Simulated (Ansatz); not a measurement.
# Lattice dynamics of BiAs (model cell, started as CsCl type), part 2 of 2

The cell of BiAs (model cell, started as CsCl type) is at rest. What are its phonons? After the zone centre comes a 4×4×4 q mesh on a 12×12×12 k mesh.

Ansatz 0.2.0; DFT PBEsol, scalar-relativistic, plane waves, PAW.

So far. Step 2 (Modes at Γ): Before it was imposed, the acoustic sum rule was missed by 8.0e-5 eV/Å². Small misses are needed for a sound result but don't prove that mesh and cutoff are converged. The lowest optical mode is imaginary, 11.0i cm⁻¹, so the energy falls along it.

The structure was built from a prototype and need not be the compound's stable phase.

## Step 3: Response at finite wavevector

Stability and thermal properties need the whole zone. Linear response on a 4×4×4 q mesh gives force constants as far as a supercell of that size would.

Input file input.yaml:

```yaml
crystal:
  lattice:
    - [3.6289249598, 0.0, 0.0]
    - [0.0, 3.6289249598, 0.0]
    - [0.0, 0.0, 3.6289249598]
  atoms:
    - { symbol: Bi, position: [0.0, 0.0, 0.0] }
    - { symbol: As, position: [0.5, 0.5, 0.5] }
kpoints:
  mp_grid: { grid: [12, 12, 12] }
hamiltonian:
  xc: pbesol
scf:
  occupations: { method: methfessel_paxton, width: 0.15 }
output:
  eigenvalues: true
phonons:
  method: dfpt
  qmesh: [4, 4, 4]
  temperatures: { t_max: 1000, t_step: 50 }
  qpath:
    path:
      - [[0.0, 0.0, 0.0], [0.0, 0.5, 0.0], [0.5, 0.5, 0.0], [0.0, 0.0, 0.0], [0.5, 0.5, 0.5], [0.0, 0.5, 0.0]]
      - [[0.5, 0.5, 0.5], [0.5, 0.5, 0.0]]
    npoints: 10
```

Run with:

```sh
> ansatz run input.yaml --threads 4 --pin off --max-ram 7168MiB --backend cpu --events-out ev --progress --plain --runs-dir out
```

Numbers of over 12 decimals in the logs are rounded to 6 here.

The program printed:

```text
[...]
Crystal: 2 atoms, lattice volume = 47.790 Å³
Basis set: ecut = 420 eV, 925 PW (Γ), exchange–correlation on 50×50×50 points (8 copies of the dense FFT grid, shifted against one another)
Bands: 19, of which v1, the nominal top of the filled ones, is band 15 counted from 1 (14 counted from 0)
Symmetry: 48 space group operations
k-points: 84 of 1728
[...]
SCF iter   1: F=—  HF=-17054.619062 eV  |F-HF|=—  |Δ(HF+E_count)|=         —  Δρ=3.45e-3  dr2=1.21e-2  ethr=1.77e-3  ⟨swp⟩=5.4  Hψ=6963  notcnv=0
[...]
SCF iter   9: F=-17054.614961 eV  HF=-17054.614961 eV  |F-HF|=7.28e-12  |Δ(HF+E_count)|=  1.06e-10  S|Δr|=    0.00e0  Δρ=8.17e-8  dr2=3.60e-12  ethr=1.00e-12  ⟨swp⟩=6.6  Hψ=7715  notcnv=0
SCF 1 converged in 9 iterations: F = -17054.614961 eV  dr2 = 3.60e-12
[...]
iter 1 solved again at ethr=5.83e-8 eV; its pass at ethr=3.10e-3 eV (dr2=1.75e-5 eV) is discarded
SCF iter   1: F=—  HF=-17054.614958 eV  |F-HF|=—  |Δ(HF+E_count)|=         —  Δρ=7.20e-7  dr2=1.24e-10  ethr=5.83e-8  ⟨swp⟩=3.8  Hψ=11613  notcnv=0
eigensolver tolerance schedule: the retry pair's looser diagonalisation over-reported the residual by 141066.48 of it (diagonalisation noise at an unbounded share of the residual, at the tolerance the schedule requests for it); recorded, not acted on — ethr = c·dr2/N_el stays at c = 1.0e-1
[...]
SCF iter   2: F=—  HF=-17054.614961 eV  |F-HF|=—  |Δ(HF+E_count)|=   2.54e-6  S|Δr|=    0.00e0  Δρ=3.82e-7  dr2=3.32e-11  ethr=1.00e-12  ⟨swp⟩=4.0  Hψ=4517  notcnv=0
[...]
SCF iter   4: F=-17054.614961 eV  HF=-17054.614961 eV  |F-HF|=1.09e-11  |Δ(HF+E_count)|=  2.91e-11  S|Δr|=    0.00e0  Δρ=1.61e-7  dr2=5.97e-12  ethr=1.00e-12  ⟨swp⟩=2.0  Hψ=3194  notcnv=0
SCF 2 converged in 4 iterations: F = -17054.614961 eV  dr2 = 5.97e-12
phonons: the bands overlap, so this run is a metal and interpolates without the dipole-dipole term. If the crystal is really an insulator or semiconductor, its LO-TO splitting is missing
NSCF: frozen V_eff on 84 k-points
[...]
DFPT response loops at q = (0, 0, 0) (fractional): preconditioner auto → Kerker (q_TF=auto, 2.525 Å⁻¹) (partly filled bands, converged f_vac=0.000); β = 1.00, the filter's whole step (`scf.mixing.beta` (0.50) is not read by the response loops under this deck's `scf.mixing.preconditioner`; to damp them name `kerker` or `kerker_dos`, under which they read `scf.mixing.beta`, and type it under 1.00, their step now; both keys bind the ground state too); Broyden in place of MSR1
[...]
SCF converged after 9 iterations
[...]
Free energy (F): -17054.614961 eV
[...]
Internal energy: -17054.612669 eV  (E = F + TS)
E sigma→0 (E₀):  -17054.614388 eV
Entropy (-TS):   -0.002292 eV (-1.146 meV/atom)
Fermi energy:    12.534364 eV
[...]
--- Band table (eV; the first three rows and the last of 84) ---
  k-point 0: bands = [... 11 lower, 5.1796, 10.5457, 10.5457, 10.5457, 16.3310, 16.3310, 18.4976, 18.4976]
  k-point 1: bands = [... 11 lower, 4.9952, 10.4533, 10.6304, 10.6304, 16.3927, 16.7427, 18.0634, 18.2518]
  k-point 2: bands = [... 11 lower, 4.4656, 10.3412, 10.8818, 10.8818, 16.5769, 16.6229, 17.5816, 17.5816]
  k-point 83: bands = [... 11 lower, 3.1418, 9.8152, 9.8152, 9.8152, 9.8748, 9.8748, 9.8748, 28.0546]
--- Phonons (Γ-DFPT): 2 representative perturbations + reference (Σ response iterations 6) ---
  ASR residual: 9.029e-5 → 0.000e0 eV/Å²; symmetrization residual: 2.205e-5 eV/Å²
  ASR residual per site (eV/Å²): 9.03e-5 2.41e-5
  Γ frequencies (cm⁻¹): -10.99 -10.99 -10.99 0.00 0.00 0.00
--- Phonons (arbitrary-q DFPT): 10 irreducible q on the 4×4×4 mesh ---
  q = [0.0000, 0.0000, 0.0000] (star 1, of the zone-centre solve; hermiticity 1.80e-3, symmetrization 8.35e-9): -10.99 -10.99 -10.99 -0.00 0.00 0.00
  q = [0.0000, 0.0000, 0.2500] (star 6, 4 solved perturbations in 1848 linear systems a pass and spin channel, the states on 588 of 1728 k-point pairs; hermiticity 1.49e-5, symmetrization 8.94e-12): 25.94 25.94 43.89 43.89 54.06 73.90
[...]
q = [0.0000, 0.2500, -0.5000] (star 12, 6 solved perturbations on 588 of 1728 k-point pairs; hermiticity 5.64e-6, symmetrization 2.19e-13): -59.50 -24.55 45.39 55.47 76.66 94.10
[...]
sum rule: each row above includes the acoustic sum rule's correction from the zone centre's row sums; it moved no ω² by more than (0.34 cm⁻¹)²
  mesh force constants: q→R imaginary residual 1.66e-18; ASR residual 9.029e-5 → 0.000e0 eV/Å²; symmetrization residual 9.992e-16 eV/Å²
  interpolated dispersion: 62 rows × 6 modes
  density of states and harmonic sums: on the 20×20×20 q-mesh, interpolated from the force constants of a 4×4×4 supercell (no non-analytic term)
  largest difference from the sums on the solved wave vectors: F 2.34e-2 eV, S 2.35e-5 and C_V 1.28e-6 eV/K
  zero-point energy: 0.018829 eV/cell   skipped modes (ω ≤ 0): 208, of them read as no rigid motion or as one in doubt: 205 (7.526e-1 modes/cell left out, lowest -81.60 cm⁻¹)   left out of the sums: 1.26e-1 of the cell's modes: C_V's classical limit lies that fraction below 3 k_B per atom; for a crystal, a wire or a layer, F and S can be off by more, and a phonons.interpolated_qmesh denser along its periods is the remedy for the sampling
```

The job ended after 6.1 min (4 threads of Arm Neoverse V2, shared host; peak memory 2.4 GiB; 24 min of CPU time).

This step gave:

```yaml
sum_rule_residual_before_enforcement: 9.03e-5 eV/Å²
lowest_frequency_on_the_path: -81.60 cm⁻¹
highest_frequency_on_the_path_or_at_a_solved_wavevector: 118.4 cm⁻¹
lowest_mode_on_the_q_mesh_acoustic_modes_at_gamma_apart: -81.6 cm⁻¹
```

Frequencies (cm⁻¹) solved at each irreducible wavevector; negative means imaginary. Frequencies by wavevector, by row:

| q in reciprocal lattice units | star | mode 1 | mode 2 | mode 3 | mode 4 | mode 5 | mode 6 |
| --- | --- | --- | --- | --- | --- | --- | --- |
| 0 0 0 | 1 | -11 | -11 | -11 | 0 | 0 | 0 |
| 0 0 0.25 | 6 | 25.9 | 25.9 | 43.9 | 43.9 | 54.1 | 73.9 |
| 0 0 -0.5 | 3 | 32.5 | 32.5 | 56.3 | 56.3 | 79.7 | 110.2 |
| 0 0.25 0.25 | 12 | -39.6 | 28.7 | 31.5 | 40.3 | 48.8 | 97 |
| 0 0.25 -0.5 | 12 | -59.5 | -24.6 | 45.4 | 55.5 | 76.7 | 94.1 |
| 0 -0.5 -0.5 | 3 | -81.6 | -47.3 | 44.5 | 44.5 | 78.4 | 78.4 |
| 0.25 0.25 0.25 | 8 | 35.1 | 48.8 | 48.8 | 62.5 | 74.8 | 74.8 |
| 0.25 0.25 -0.5 | 12 | 24 | 30.2 | 59.9 | 71.5 | 88.8 | 94.2 |
| 0.25 -0.5 -0.5 | 6 | 44.7 | 61.4 | 61.4 | 73 | 78.2 | 78.2 |
| -0.5 -0.5 -0.5 | 1 | 79.1 | 79.1 | 79.1 | 118.4 | 118.4 | 118.4 |

Interpolated from a 4×4×4 q mesh. Phonon branches along the path, in cm⁻¹:

| point | branch 1 | branch 2 | branch 3 | branch 4 | branch 5 | branch 6 |
| --- | --- | --- | --- | --- | --- | --- |
| Γ | -11 | -11 | -11 | 0 | 0 | 0 |
| halfway | 26 | 26 | 44 | 44 | 54 | 74 |
| X | 32 | 32 | 56 | 56 | 80 | 110 |
| halfway | -60 | -24 | 45 | 56 | 77 | 94 |
| M | -82 | -47 | 44 | 44 | 78 | 78 |
| halfway | -40 | 29 | 32 | 40 | 49 | 97 |
| Γ | -11 | -11 | -11 | 0 | 0 | 0 |
| halfway | 35 | 49 | 49 | 62 | 75 | 75 |
| R | 79 | 79 | 79 | 118 | 118 | 118 |
| halfway | 24 | 30 | 60 | 72 | 89 | 94 |
| X | 32 | 32 | 56 | 56 | 80 | 110 |
| jump to R | 79 | 79 | 79 | 118 | 118 | 118 |
| halfway | 45 | 61 | 61 | 73 | 78 | 78 |
| M | -82 | -47 | 44 | 44 | 78 | 78 |

The phonon branches as a text plot (rows in cm⁻¹):

```
    114 |       *                            *****       **
    106 |      * **                         **   **    **  *
     98 |     *    *      ****             *     * ****    *
     89 |    *      *    *    *          ** *     ***       *
     81 |      ***** ****                    **** *  * ****  *  *
     73 |   * *     *   **     *     ****   **  *******    * ***
     64 |    *                      *   *  **    * *   *   ***
     56 |   * *******     *            * **       ****  **  *
     48 |  ***      *********** *       ****          * *    ****
     39 |         **       *****       **          *   *
     31 | ** *****           ****  *****            *  ***
     23 | * *     *            ***  *               ****
     14 |***               ** **** *
      6 |*                       * *
     -2 |*        *               *
    -11 |          *           ****
    -19 |                     *                       *       *
    -27 |                 *                          *
    -36 |           **   *   *                                **
    -44 |          *  ***                                       *
    -52 |
    -61 |                  **                                  *
    -69 |           *     *
    -77 |            *****                                      *
         Γ      X      M          Γ            R        X|R     M
```

The phonon density of states has structure finer than the step of the table below, so its rows give means over 10 cm⁻¹, whole bins alone (the curve runs from -81 to 119 cm⁻¹). Peaks (cm⁻¹: height): 47.0: 0.0971, 77.0: 0.0715, 91.0: 0.0592.

Tetrahedra on a 20×20×20 mesh, mean over bins of 2 cm-1. Interpolated from a 4×4×4 q mesh. Table of phonon density of states by wavenumber; means over each step:

wavenumber (cm⁻¹), phonon density of states (1/cm⁻¹/cell) and a bar:
```
      -70     0.0051 
      -60     0.0061 
      -50     0.0072 #
      -40     0.0117 ##
      -30     0.0135 ###
      -20     0.0133 ###
      -10     0.0100 ##
        0     0.0109 ##
       10     0.0157 ####
       20     0.0360 ###########
       30     0.0527 ##################
       40     0.0580 ####################
       50     0.0856 ##############################
       60     0.0689 ########################
       70     0.0592 ####################
       80     0.0498 #################
       90     0.0545 ##################
      100     0.0336 ###########
      110     0.0060
```

The partial phonon density of states has structure finer than the step of the table below, so its rows give means over 5 cm⁻¹, whole bins alone (the curve runs from -91.2 to 130 cm⁻¹). Peaks (cm⁻¹: height): As -38.4: 0.0111, 28.3: 0.0256, 52.0: 0.0363, 89.5: 0.0507; Bi -25.9: 0.00971, 26.9: 0.0478, 47.8: 0.0570, 65.9: 0.0496.

Phonopy on the run's constants, 15x15x15 mesh, Gaussian sigma 2.0 cm-1. Interpolated from a 4×4×4 q mesh. The partial phonon density of states by wavenumber; means over each step; values in 1/cm⁻¹/cell:

| wavenumber (cm⁻¹) | As | Bi |
| --- | --- | --- |
| -85 | 3.2e-4 | 4.0e-7 |
| -80 | 0.00205 | 1.4e-5 |
| -75 | 0.00471 | 6.7e-5 |
| -70 | 0.00601 | 1.5e-4 |
| -65 | 0.00534 | 2.6e-4 |
| -60 | 0.00473 | 3.7e-4 |
| -55 | 0.00475 | 5.0e-4 |
| -50 | 0.00727 | 8.8e-4 |
| -45 | 0.00852 | 0.00291 |
| -40 | 0.0105 | 0.00603 |
| -35 | 0.00671 | 0.00608 |
| -30 | 0.00652 | 0.00697 |
| -25 | 0.00401 | 0.00872 |
| -20 | 0.00326 | 0.00708 |
| -15 | 0.00596 | 0.00521 |
| -10 | 0.00423 | 0.00609 |
| -5 | 2.9e-4 | 0.00311 |
| 0 | 5.0e-4 | 9.3e-4 |
| 5 | 0.00210 | 0.00418 |
| 10 | 0.00903 | 0.00976 |
| 15 | 0.0136 | 0.0166 |
| 20 | 0.0104 | 0.0248 |
| 25 | 0.0167 | 0.0382 |
| 30 | 0.0219 | 0.0397 |
| 35 | 0.0164 | 0.0297 |
| 40 | 0.0207 | 0.0368 |
| 45 | 0.0236 | 0.0512 |
| 50 | 0.0334 | 0.0544 |
| 55 | 0.0340 | 0.0448 |
| 60 | 0.0237 | 0.0396 |
| 65 | 0.0204 | 0.0475 |
| 70 | 0.0184 | 0.0396 |
| 75 | 0.0288 | 0.0319 |
| 80 | 0.0328 | 0.0155 |
| 85 | 0.0397 | 0.00576 |
| 90 | 0.0485 | 0.00569 |
| 95 | 0.0458 | 0.00546 |
| 100 | 0.0296 | 0.00289 |
| 105 | 0.0166 | 4.3e-4 |
| 110 | 0.00558 | 3.4e-5 |
| 115 | 0.00203 | 7.0e-7 |
| 120 | 3.1e-4 | 0 |
| 125 | 1.2e-6 | 0 |

Second derivatives of the energy by pair, one row for each kind of neighbour of each atom listed. Each entry sums the pair over the periodic images of the supercell that the q mesh stands for, and in a polar crystal it holds the long-range dipole part too. Force constants by pair, by row:

| atom | neighbour | distance (Å) | third of the trace (eV/Å²) | along the pair's line (eV/Å²) |
| --- | --- | --- | --- | --- |
| Bi1 | itself | 0 | 1.898 | – |
| Bi1 | As | 3.143 | 0.0613 | -0.1593 |
| Bi1 | Bi | 3.629 | -0.2149 | -0.8976 |
| Bi1 | Bi | 5.132 | 0.0318 | 0.0624 |
| Bi1 | As | 6.018 | -0.0093 | -0.0392 |
| Bi1 | Bi | 6.285 | -0.1319 | -0.3599 |
| Bi1 | Bi | 7.258 | -0.0423 | -0.0799 |
| As2 | itself | 0 | 1.116 | – |
| As2 | Bi | 3.143 | 0.0613 | -0.1593 |
| As2 | As | 3.629 | -0.1363 | -0.5719 |
| As2 | As | 5.132 | 0.0526 | 0.0949 |
| As2 | Bi | 6.018 | -0.0093 | -0.0392 |
| As2 | As | 6.285 | -0.1248 | -0.3873 |
| As2 | As | 7.258 | -0.0187 | -0.1365 |

Symmetry leaves 10 wavevectors to solve. The lowest mode among them, the acoustic zeros apart, lies at q = (0, -0.5, -0.5) and is imaginary, 81.6i cm⁻¹, so the energy falls along it.

## Step 4: Summary of results

```json
{
 "space group (within 0.01 Å)": "Pm-3m",
 "volume per atom": "23.9 Å³",
 "electronic character": "no gap on this mesh",
 "highest optical mode at the zone centre (no LO-TO term)": "-11.0 cm⁻¹",
 "lowest optical zone-centre mode": "-11.0 cm⁻¹",
 "lowest mode on the q mesh (acoustic modes at Γ apart)": "-81.6 cm⁻¹",
 "highest frequency on the path or at a solved wavevector": "118 cm⁻¹",
 "imaginary modes on the 4×4×4 q mesh": "yes"
}
```

**Reading.** Modes are clearly imaginary (beyond 10i cm⁻¹) at 4 of the 10 irreducible wavevectors, most at q = (0, -0.5, -0.5) (81.6i cm⁻¹), so this structure is not a minimum of the energy. The optical modes at Γ form one degenerate level at -11 cm⁻¹ (negative means imaginary). With no gap, or one that is small against the smearing, the frequencies hang on the k mesh and the smearing, most of all near Kohn anomalies. Spin-orbit coupling is left out, which can matter for the heavy elements here. The starting cell was built on a prototype and not taken from a measurement, so the phase need not exist. These are harmonic frequencies at zero temperature: anharmonic shifts, linewidths and thermal expansion are left out.

[Logs are printed without paths, hosts, clocks, repeated set-up lines and the standing remarks that a program may print on its own settings, such as how far it seeks lower states.]

[Hosts, paths, dates, database ids (printed as entryN), source tags and the programs' standing remarks are cut or masked in the printed files.]
